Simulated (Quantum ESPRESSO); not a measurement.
# Voltage at the next charge: Hf(0001), 4 layers against an electrode

**Set-up.** Quantum ESPRESSO 7.5, PBE, GBRV ultrasoft; ESM with bc3, a metal electrode 5.02 Å above the top atoms; cell area 8.868 Å²; ions fixed. V is the potential energy of an electron at the electrode over the slab's Fermi level, divided by e, so that it equals the work function at zero charge; positive charge removes electrons.

```tsv
charge (e a cell)	V (V)
0	4.402
0.0133	5.132
0.0266	5.885
```

**Question.** What is V at a charge of 0.0532 e, and what capacitance do the rows imply?

By hand: The last two rows give dV/dq = (5.885 − 5.132)/(0.0266 − 0.0133) = 56.6 V/e, so C = 1602/(8.868 × 56.6) = 3.19 µF/cm², an effective gap of 8.854/3.19 = 2.77 Å. At constant C, V = 5.885 + 56.6 × 0.0266 = 7.39 V.

What the calculation gave: V = 7.455 V; the estimate misses by −0.06 V, 4.1 % of the step. Over the three intervals C goes 3.29, 3.19 and 3.06 µF/cm²: it falls as electrons leave, the surface charge drawing back towards the atoms.

Caveats: Vacuum fills the gap; a dielectric or electrolyte would change C. The slab is thin.

[Logs are printed without paths, hosts, clocks, repeated set-up lines and the standing remarks that a program may print on its own settings, such as how far it seeks lower states.]
